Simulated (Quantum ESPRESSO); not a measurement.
## TiClO: which magnetic order is lowest

Does TiClO prefer parallel or opposed moments, or none?

Main program and level: Quantum ESPRESSO 7.5; LDA; plane waves with GBRV 1.5 LDA potentials, no spin-orbit coupling.

This is a report of a sequence of runs, with most program output left out.

The database entry behind the starting cell differs from later determinations by our own check (old inner coordinates), so it need not match the best structure at ambient conditions.

## Step 1: Starting point

The structure is orthorhombic, space group Pmmn (No. 59). The conventional cell has a = 3.380 Å, b = 3.790 Å, c = 8.030 Å, α = 90.00°, β = 90.00°, γ = 90.00°. Nearest to Ti lie 4 O at 1.95 to 2.26 Å and 2 Cl at 2.32 Å. Nearest to Cl lie 2 Ti at 2.32 Å. Nearest to O lie 4 Ti at 1.95 to 2.26 Å. Farther neighbours and most contacts between anions are not listed.

The cell comes from the Crystallography Open Database.

## Step 2: Run 1 (ferro ++)

The signs are those of the starting moments on the seeded atoms, the atoms that are given a moment.

Contents of pw.in:

```
&CONTROL
  calculation = 'scf'
  prefix = 'pwscf'
  outdir = './tmp'
  pseudo_dir = './pseudo'
  disk_io = 'nowf'
/
&SYSTEM
  ibrav = 0
  nat = 6
  ntyp = 3
  ecutwfc = 40
  ecutrho = 280
  nbnd = 36
  occupations = 'smearing'
  smearing = 'fd'
  degauss = 0.00367493
  nspin = 2
  starting_magnetization(1) = 0.0833
  starting_magnetization(2) = 0
  starting_magnetization(3) = 0
/
&ELECTRONS
  conv_thr = 1.2d-08
  electron_maxstep = 150
  mixing_beta = 0.3
/
ATOMIC_SPECIES
Ti     47.8670 ti_lda_v1.4.uspp.F.UPF
Cl     35.4500 cl_lda_v1.4.uspp.F.UPF
O      15.9990 o_lda_v1.2.uspp.F.UPF
CELL_PARAMETERS angstrom
   3.3800000000    0.0000000000    0.0000000000
   0.0000000000    3.7900000000    0.0000000000
   0.0000000000    0.0000000000    8.0300000000
ATOMIC_POSITIONS crystal
Ti      0.0000000000    0.5000000000    0.1220000000
Ti      0.5000000000    0.0000000000    0.8780000000
Cl      0.5000000000    0.5000000000    0.3200000000
Cl      0.0000000000    0.0000000000    0.6800000000
O       0.5000000000    0.5000000000    0.9350000000
O       0.0000000000    0.0000000000    0.0650000000
K_POINTS automatic
6 6 6 0 0 0
```

Run with:

```bash
$ OMP_NUM_THREADS=1 mpirun -n 4 pw.x -nk 4 -in pw.in > pw.out
```

Wall time 69 s (4 MPI ranks of Arm Neoverse V2, shared host); peak memory 0.77 GiB.

Spin moment in the atom's sphere by atom:

```csv
atom,spin moment in the atom's sphere (μB)
Ti1,0.457
Ti2,0.457
Cl3,0.012
Cl4,0.012
O5,0.007
O6,0.007
```

Read from the output:

```yaml
smearing_term_ts: 0.04550 eV
magnetization: 1.454 μB
absolute_magnetization: 1.477 μB
final_state: ferromagnetic
```

Spin density in the ac plane at fractional y = 0.000, with atoms of Ti and Cl and O within 0.2 Å of it.

Ten even steps from '0' (-0.01 e/Å³) to '9' (0.64 e/Å³), each cell a mean:
```
00000023100000
00000049300000
00012568652000
00001249321000
00000036200000
00000012100000
00000000000000
00000000000000
00000000000000
00000000000000
00000000000000
00000000000000
00000000000000
00000000000000
00000000000000
00000000000000
00000000000000
00000000000000
00000000000000
00000000000000
00000000000000
00000000000000
00000000000000
00000000000000
```
Columns run along a (3.4 Å), rows up along c (8.0 Å). Atoms in or near the plane, at fractional coordinates: Ti at (0.50, 0.88), Cl at (0.00, 0.68), O at (0.00, 0.07).

Valence density in the ac plane at fractional y = 0.000, with atoms of Ti and Cl and O within 0.2 Å of it. It is the smooth field of the valence electrons, not physical close to the nuclei.

Values in e/Å³, 24 rows by 14 columns, each cell a mean:
```
 1.1  0.9  0.6  0.4  0.4  0.7  1.3  1.6  1.2  0.6  0.4  0.4  0.6  0.9
 0.3  0.3  0.3  0.4  1.1  3.2  6.2  7.5  5.6  2.6  0.8  0.3  0.3  0.3
 0.2  0.2  0.2  0.5  2.2  6.6  7.1  3.2  7.6  5.6  1.5  0.4  0.2  0.2
 0.2  0.2  0.3  0.5  1.8  5.3  7.6  6.7  7.5  4.4  1.2  0.4  0.3  0.2
 0.6  0.6  0.5  0.5  0.7  1.7  3.5  4.5  3.1  1.5  0.6  0.5  0.5  0.6
 1.5  1.4  1.1  0.7  0.5  0.5  0.6  0.7  0.6  0.5  0.5  0.8  1.1  1.4
 1.2  1.6  1.7  1.1  0.6  0.3  0.2  0.2  0.2  0.4  0.7  1.3  1.7  1.5
-0.6  0.8  1.7  1.2  0.6  0.3  0.2  0.1  0.2  0.3  0.7  1.4  1.7  0.5
 1.1  1.5  1.6  1.0  0.4  0.2  0.1  0.1  0.1  0.2  0.5  1.1  1.6  1.5
 1.5  1.3  0.9  0.5  0.2  0.1  0.1  0.0  0.1  0.1  0.3  0.6  1.0  1.4
 0.6  0.5  0.3  0.2  0.1  0.1  0.0  0.0  0.0  0.1  0.1  0.2  0.4  0.5
 0.1  0.1  0.1  0.1  0.0  0.0  0.0  0.0  0.0  0.0  0.0  0.1  0.1  0.1
 0.0  0.0  0.0  0.0  0.0  0.0  0.0  0.0  0.0  0.0  0.0  0.0  0.0  0.0
 0.0  0.0  0.0  0.0  0.0  0.0  0.0  0.0  0.0  0.0  0.0  0.0  0.0  0.0
 0.0  0.0  0.0  0.0  0.0  0.0  0.0  0.0  0.0  0.0  0.0  0.0  0.0  0.0
 0.0  0.0  0.0  0.0  0.0  0.0  0.0  0.0  0.0  0.0  0.0  0.0  0.0  0.0
 0.0  0.0  0.0  0.0  0.0  0.0  0.0  0.0  0.0  0.0  0.0  0.0  0.0  0.0
 0.0  0.0  0.0  0.0  0.0  0.0  0.0  0.0  0.0  0.0  0.0  0.0  0.0  0.0
 0.1  0.1  0.1  0.1  0.0  0.0  0.0  0.0  0.0  0.0  0.0  0.1  0.1  0.1
 0.4  0.4  0.2  0.1  0.1  0.0  0.0  0.0  0.0  0.0  0.1  0.2  0.3  0.4
 2.0  1.5  0.8  0.4  0.1  0.1  0.0  0.0  0.0  0.1  0.2  0.4  0.9  1.6
 6.0  4.6  2.2  0.8  0.3  0.1  0.1  0.1  0.1  0.1  0.3  1.0  2.6  5.0
 6.9  5.7  2.9  1.0  0.3  0.2  0.1  0.1  0.1  0.2  0.4  1.3  3.4  6.2
 4.2  3.2  1.7  0.7  0.3  0.2  0.2  0.2  0.2  0.2  0.4  0.9  1.9  3.5
```
Columns run along a (3.4 Å), rows up along c (8.0 Å). Atoms in or near the plane, at fractional coordinates: Ti at (0.50, 0.88), Cl at (0.00, 0.68), O at (0.00, 0.07).

## Step 3: Run 2 (antiferro +−)

Edit pw.in of step 2 so:

```diff
@@ -10,6 +10,6 @@
   nat = 6
-  ntyp = 3
+  ntyp = 4
   ecutwfc = 40
   ecutrho = 280
-  nbnd = 36
+  nbnd = 35
   occupations = 'smearing'
@@ -19,4 +19,5 @@
   starting_magnetization(1) = 0.0833
-  starting_magnetization(2) = 0
+  starting_magnetization(2) = -0.0833
   starting_magnetization(3) = 0
+  starting_magnetization(4) = 0
 /
@@ -28,3 +29,4 @@
 ATOMIC_SPECIES
-Ti     47.8670 ti_lda_v1.4.uspp.F.UPF
+Ti1    47.8670 ti_lda_v1.4.uspp.F.UPF
+Ti2    47.8670 ti_lda_v1.4.uspp.F.UPF
 Cl     35.4500 cl_lda_v1.4.uspp.F.UPF
@@ -36,4 +38,4 @@
 ATOMIC_POSITIONS crystal
-Ti      0.0000000000    0.5000000000    0.1220000000
-Ti      0.5000000000    0.0000000000    0.8780000000
+Ti1     0.0000000000    0.5000000000    0.1220000000
+Ti2     0.5000000000    0.0000000000    0.8780000000
 Cl      0.5000000000    0.5000000000    0.3200000000
```

It took 80 s on 4 MPI ranks; peak memory 0.78 GiB; 5.3 min of CPU time.

Spin moment in the atom's sphere by atom:

```csv
atom,spin moment in the atom's sphere (μB)
Ti1,0.274
Ti2,-0.274
Cl3,0.008
Cl4,-0.008
O5,0.020
O6,-0.020
```

This step gave:

```yaml
smearing_term_ts: 0.04939 eV
magnetization: 0 μB
absolute_magnetization: 0.896 μB
final_state: antiferromagnetic
```

Spin density in the ac plane at fractional y = 0.000, with atoms of Ti and Cl and O within 0.2 Å of it.

Values in e/Å³, 24 rows by 14 columns, each cell a mean:
```
 0.00  0.00  0.00  0.00  0.00 -0.02 -0.08 -0.12 -0.07 -0.02  0.00  0.00  0.00  0.00
 0.00  0.00 -0.01 -0.01 -0.02 -0.02 -0.14 -0.36 -0.11 -0.02 -0.02 -0.01 -0.01  0.00
-0.01 -0.01 -0.01 -0.04 -0.10 -0.21 -0.27 -0.30 -0.27 -0.19 -0.08 -0.03 -0.01 -0.01
 0.00 -0.01 -0.01 -0.03 -0.06 -0.10 -0.16 -0.34 -0.14 -0.09 -0.05 -0.02 -0.01 -0.01
 0.00  0.00  0.00 -0.01 -0.01 -0.02 -0.12 -0.24 -0.10 -0.02 -0.01 -0.01  0.00  0.00
 0.00  0.00  0.00  0.00 -0.01 -0.03 -0.05 -0.07 -0.05 -0.02 -0.01  0.00  0.00  0.00
 0.00  0.00  0.00  0.00 -0.01 -0.01 -0.02 -0.02 -0.02 -0.01 -0.01  0.00  0.00  0.00
 0.00  0.00  0.00  0.00  0.00 -0.01 -0.01 -0.01 -0.01  0.00  0.00  0.00  0.00  0.00
-0.01  0.00  0.00  0.00  0.00  0.00  0.00  0.00  0.00  0.00  0.00  0.00  0.00  0.00
-0.01 -0.01  0.00  0.00  0.00  0.00  0.00  0.00  0.00  0.00  0.00  0.00  0.00 -0.01
-0.01  0.00  0.00  0.00  0.00  0.00  0.00  0.00  0.00  0.00  0.00  0.00  0.00  0.00
 0.00  0.00  0.00  0.00  0.00  0.00  0.00  0.00  0.00  0.00  0.00  0.00  0.00  0.00
 0.00  0.00  0.00  0.00  0.00  0.00  0.00  0.00  0.00  0.00  0.00  0.00  0.00  0.00
 0.00  0.00  0.00  0.00  0.00  0.00  0.00  0.00  0.00  0.00  0.00  0.00  0.00  0.00
 0.00  0.00  0.00  0.00  0.00  0.00  0.00  0.00  0.00  0.00  0.00  0.00  0.00  0.00
 0.00  0.00  0.00  0.00  0.00  0.00  0.00  0.00  0.00  0.00  0.00  0.00  0.00  0.00
 0.00  0.00  0.00  0.00  0.00  0.00  0.00  0.00  0.00  0.00  0.00  0.00  0.00  0.00
 0.00  0.00  0.00  0.00  0.00  0.00  0.00  0.00  0.00  0.00  0.00  0.00  0.00  0.00
 0.00  0.00  0.00  0.00  0.00  0.00  0.00  0.00  0.00  0.00  0.00  0.00  0.00  0.00
 0.00  0.00  0.00  0.00  0.00  0.00  0.00  0.00  0.00  0.00  0.00  0.00  0.00  0.00
-0.01 -0.01  0.00  0.00  0.00  0.00  0.00  0.00  0.00  0.00  0.00  0.00  0.00 -0.01
-0.04 -0.02 -0.01  0.00  0.00  0.00  0.00  0.00  0.00  0.00  0.00  0.00 -0.01 -0.02
-0.04 -0.02 -0.01  0.00  0.00  0.00 -0.01 -0.01 -0.01  0.00  0.00  0.00 -0.01 -0.02
-0.01 -0.01  0.00  0.00 -0.01 -0.01 -0.03 -0.03 -0.02 -0.01  0.00  0.00  0.00 -0.01
```
Columns run along a (3.4 Å), rows up along c (8.0 Å). Atoms in or near the plane, at fractional coordinates: Ti at (0.50, 0.88), Cl at (0.00, 0.68), O at (0.00, 0.07).

Valence density in the ac plane at fractional y = 0.000, with atoms of Ti and Cl and O within 0.2 Å of it. It is the smooth field of the valence electrons, not physical close to the nuclei.

Values in e/Å³, 24 rows by 14 columns, each cell a mean:
```
 1.1  0.9  0.6  0.4  0.4  0.7  1.3  1.6  1.2  0.6  0.4  0.4  0.6  0.9
 0.3  0.3  0.3  0.4  1.1  3.2  6.2  7.5  5.7  2.6  0.8  0.3  0.3  0.3
 0.2  0.2  0.2  0.5  2.2  6.6  7.1  3.2  7.6  5.6  1.5  0.4  0.2  0.2
 0.2  0.2  0.3  0.5  1.8  5.3  7.7  6.7  7.5  4.4  1.2  0.4  0.3  0.2
 0.6  0.6  0.5  0.5  0.7  1.7  3.5  4.5  3.2  1.5  0.6  0.5  0.5  0.6
 1.5  1.4  1.1  0.7  0.5  0.5  0.6  0.7  0.6  0.5  0.5  0.8  1.1  1.4
 1.2  1.6  1.7  1.1  0.6  0.3  0.2  0.2  0.2  0.4  0.7  1.3  1.7  1.5
-0.6  0.8  1.7  1.2  0.6  0.3  0.2  0.1  0.2  0.3  0.7  1.4  1.7  0.5
 1.1  1.5  1.6  1.0  0.4  0.2  0.1  0.1  0.1  0.2  0.5  1.1  1.6  1.5
 1.5  1.3  0.9  0.5  0.2  0.1  0.1  0.0  0.1  0.1  0.3  0.6  1.0  1.4
 0.6  0.5  0.3  0.2  0.1  0.1  0.0  0.0  0.0  0.1  0.1  0.2  0.4  0.5
 0.1  0.1  0.1  0.1  0.0  0.0  0.0  0.0  0.0  0.0  0.0  0.1  0.1  0.1
 0.0  0.0  0.0  0.0  0.0  0.0  0.0  0.0  0.0  0.0  0.0  0.0  0.0  0.0
 0.0  0.0  0.0  0.0  0.0  0.0  0.0  0.0  0.0  0.0  0.0  0.0  0.0  0.0
 0.0  0.0  0.0  0.0  0.0  0.0  0.0  0.0  0.0  0.0  0.0  0.0  0.0  0.0
 0.0  0.0  0.0  0.0  0.0  0.0  0.0  0.0  0.0  0.0  0.0  0.0  0.0  0.0
 0.0  0.0  0.0  0.0  0.0  0.0  0.0  0.0  0.0  0.0  0.0  0.0  0.0  0.0
 0.0  0.0  0.0  0.0  0.0  0.0  0.0  0.0  0.0  0.0  0.0  0.0  0.0  0.0
 0.1  0.1  0.1  0.1  0.0  0.0  0.0  0.0  0.0  0.0  0.0  0.1  0.1  0.1
 0.4  0.4  0.2  0.1  0.1  0.0  0.0  0.0  0.0  0.0  0.1  0.2  0.3  0.4
 2.0  1.5  0.8  0.4  0.1  0.1  0.0  0.0  0.0  0.1  0.2  0.4  0.9  1.6
 6.0  4.6  2.2  0.8  0.3  0.1  0.1  0.1  0.1  0.1  0.3  1.0  2.6  5.0
 6.9  5.7  2.9  1.0  0.3  0.2  0.1  0.1  0.1  0.2  0.4  1.3  3.4  6.2
 4.3  3.2  1.7  0.7  0.3  0.2  0.2  0.3  0.2  0.2  0.4  0.9  1.9  3.5
```
Columns run along a (3.4 Å), rows up along c (8.0 Å). Atoms in or near the plane, at fractional coordinates: Ti at (0.50, 0.88), Cl at (0.00, 0.68), O at (0.00, 0.07).

## Step 4: Run 3 (no spin polarisation)

Edit pw.in of step 3 so:

```diff
@@ -10,3 +10,3 @@
   nat = 6
-  ntyp = 4
+  ntyp = 3
   ecutwfc = 40
@@ -17,7 +17,2 @@
   degauss = 0.00367493
-  nspin = 2
-  starting_magnetization(1) = 0.0833
-  starting_magnetization(2) = -0.0833
-  starting_magnetization(3) = 0
-  starting_magnetization(4) = 0
 /
@@ -29,4 +24,3 @@
 ATOMIC_SPECIES
-Ti1    47.8670 ti_lda_v1.4.uspp.F.UPF
-Ti2    47.8670 ti_lda_v1.4.uspp.F.UPF
+Ti     47.8670 ti_lda_v1.4.uspp.F.UPF
 Cl     35.4500 cl_lda_v1.4.uspp.F.UPF
@@ -38,4 +32,4 @@
 ATOMIC_POSITIONS crystal
-Ti1     0.0000000000    0.5000000000    0.1220000000
-Ti2     0.5000000000    0.0000000000    0.8780000000
+Ti      0.0000000000    0.5000000000    0.1220000000
+Ti      0.5000000000    0.0000000000    0.8780000000
 Cl      0.5000000000    0.5000000000    0.3200000000
```

Elapsed: 32 s, on 4 MPI ranks; peak memory 0.53 GiB; 2.1 min of CPU time.

This step gave:

| Quantity | Value |
| --- | --- |
| smearing term TS | 0.05038 eV |
| final state | non-magnetic (no spin polarisation) |

## Step 5: Ranking

An order is kept where moments of 0.15 μB or more survive with the typed signs; meshes match where a doubled cell samples the same k points as the first cell.

Orders:

```csv
start,final state,typed order kept,energy over the lowest (meV a seeded atom),largest site moment (μB),net moment (μB a cell of the first run),mesh matched,CPU time (s)
ferro ++,ferromagnetic,yes,0,0.4565,1.454,yes,275.6
antiferro +-,antiferromagnetic,yes,2.921,0.2737,0,yes,319.8
no spin polarisation,non-magnetic,-,5.452,0,0,yes,126.5
```

## Step 6: The lowest state again, with its states saved

Edit pw.in of step 4 so:

```diff
@@ -5,3 +5,3 @@
   pseudo_dir = './pseudo'
-  disk_io = 'nowf'
+  disk_io = 'low'
 /
@@ -9,2 +9,3 @@
   ibrav = 0
+  celldm(1) = 8
   nat = 6
@@ -13,3 +14,3 @@
   ecutrho = 280
-  nbnd = 35
+  nbnd = 40
   occupations = 'smearing'
@@ -17,2 +18,6 @@
   degauss = 0.00367493
+  nspin = 2
+  starting_magnetization(1) = 0.0833
+  starting_magnetization(2) = 0
+  starting_magnetization(3) = 0
 /
@@ -27,6 +32,6 @@
 O      15.9990 o_lda_v1.2.uspp.F.UPF
-CELL_PARAMETERS angstrom
-   3.3800000000    0.0000000000    0.0000000000
-   0.0000000000    3.7900000000    0.0000000000
-   0.0000000000    0.0000000000    8.0300000000
+CELL_PARAMETERS alat
+   0.7984092876544    0.0000000000000    0.0000000000000
+   0.0000000000000    0.8952577515415    0.0000000000000
+   0.0000000000000    0.0000000000000    1.8968125975931
 ATOMIC_POSITIONS crystal
```

The job ended after 76 s (4 MPI ranks; peak memory 0.66 GiB; 5.1 min of CPU time).

Read from the output:

```
smearing term TS       : 0.04552 eV
magnetization          : 1.453 μB
absolute magnetization : 1.476 μB
final state            : ferromagnetic
largest moment         : 0.4562 μB
```

## Step 7: Projections on atomic orbitals

projwfc.x projects the saved states on orthogonalised atomic orbitals of the pseudopotential files.

Elapsed: 2.3 s, on 4 MPI ranks; peak memory 0.29 GiB.

```csv
atom,moment in the sphere (μB),Löwdin moment (μB),Löwdin charge (e)
Ti1,0.456,0.697,10.724
Ti2,0.456,0.697,10.724
Cl3,0.012,0.001,7.309
Cl4,0.012,0.001,7.309
O5,0.007,0.001,6.826
O6,0.007,0.001,6.826
```

## Step 8: Outcome

```json
{"lowest state found": "ferromagnetic (from ferro ++)", "largest site moment": "0.456 μB", "next state with moments": "antiferromagnetic, 2.92 meV a seeded atom higher", "state without moments": "5.45 meV a seeded atom higher"}
```

In words: The two lowest states lie so close that the mesh, the smearing, the functional or spin–orbit coupling could swap them. At this level spin polarisation gains little. The largest moment reads 0.46 μB in the sphere and 0.70 μB by Löwdin projection; a site moment hangs on how space is shared out. Only these 3 starts were compared; other wavevectors, canted and longer-period orders were not. No Hubbard term acts here. In such compounds local and semilocal functionals without one often delocalise the d electrons, and can shrink or lose moments and miss the size, sign and order of the couplings. The smearing term is large for its width, so states at the Fermi level are partly filled: at this level the cell is a metal or has a gap of a few widths at most.

[Logs and program files are shortened in this print: banners, set-up blocks, solver, clock and traceback lines can be left out without a mark of their own.]

[Logs are printed without paths, hosts, clocks, repeated set-up lines and the standing remarks that a program may print on its own settings, such as how far it seeks lower states.]

[Hosts, paths, dates, database ids (printed as entryN), source tags and the programs' standing remarks are cut or masked in the printed files.]

[Where a cell is said to come from a database of computed structures, the database is the Materials Project.]
